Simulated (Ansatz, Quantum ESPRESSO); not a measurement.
# WC (hexagonal): bulk modulus from a few volumes

How stiff is hexagonal WC under hydrostatic load? Each row relaxes cell and atoms at a set pressure. The phase is followed to these pressures whether or not it stays the stable one.

Calculated with Ansatz 0.2.0, PBEsol, PAW files of the set soft_1, cutoff 600 eV, Fermi–Dirac smearing 0.05 eV, k-mesh 17×17×15, no spin polarisation, no spin-orbit coupling.

Reference cell, relaxed at zero pressure with PBEsol (P-6m2): a = 2.8989 Å, b = 2.8989 Å, c = 2.8273 Å, α = 90.00°, β = 90.00°, γ = 120.00°.

```csv
atom,x,y,z
W,0.0000,0.0000,0.0000
C,0.6667,0.3333,0.5000
```

| V (Å³/atom) | V/V0 | P (GPa) | E − E0 (meV/atom) |
| --- | --- | --- | --- |
| 10.3919 | 1.0101 | −3.996 | 1.3 |
| 10.0505 | 0.9769 | 9.999 | 7.3 |
| 9.9416 | 0.9663 | 14.998 | 15.7 |
| 9.8385 | 0.9563 | 19.997 | 27.0 |
| 9.6472 | 0.9377 | 29.992 | 56.7 |

V0 = 10.2882 Å³ an atom, where the residual pressure P0 is 0.000 GPa. **Question.** Fit the Birch–Murnaghan law and give the pressure and the energy at V = 10.1659 Å³ an atom, a row left out above.

With the Eulerian strain f = ½[(V0/V)^(2/3) − 1] and F = (P − P0)/[3f(1 + 2f)^(5/2)], the third-order law is the line F = B0 + (3/2) B0 (B′ − 4) f.

```csv
f,F (GPa)
0.02191,409.90
0.01512,409.14
0.01155,408.65
0.00785,408.22
−0.00333,406.51
```

A straight line through the 5 rows: the means are 0.01062 for f and 408.48 for F, Σ(Δx)² = 0.0003509 and ΣΔxΔy = 0.04736, so the slope is 0.04736/0.0003509 = 134.99 and the intercept 408.48 − (134.99)(0.01062) = 407.05.

Hence B0 = 407.1 GPa and B′ = 4 + (135.0)/(1.5 × 407.1) = 4.22. For the withheld volume f = 0.00400, F = 407.59 GPa and P = 4.99 GPa. The run itself gives 4.99 GPa, so the estimate misses by 0.00 GPa, a rounding's worth.

Integrating the same law gives E − E0 = (9/2) B0 V0 f²[1 + (B′ − 4) f] + P0(V0 − V), with 1 GPa Å³ = 6.2415 meV: 1.9 meV an atom. The run itself gives 1.9 meV, so the estimate misses by 0.0 meV, a rounding's worth.

The same fit over all rows at other levels or in other programs gives B0 = 409 GPa with PBEsol (Quantum ESPRESSO, GBRV).

Measured volume: 10.376 Å³ an atom (doi:10.1063/1.3481667, 300 K), so V0 is −0.8 % off. A stiffness follows the volume as d ln B/d ln V = −B′, which moves B0 by about −4 % when it is taken at the measured volume.

The calculation is for a static lattice, while measurements hold thermal and zero-point motion.

[Logs are printed without paths, hosts, clocks, repeated set-up lines and the standing remarks that a program may print on its own settings, such as how far it seeks lower states.]
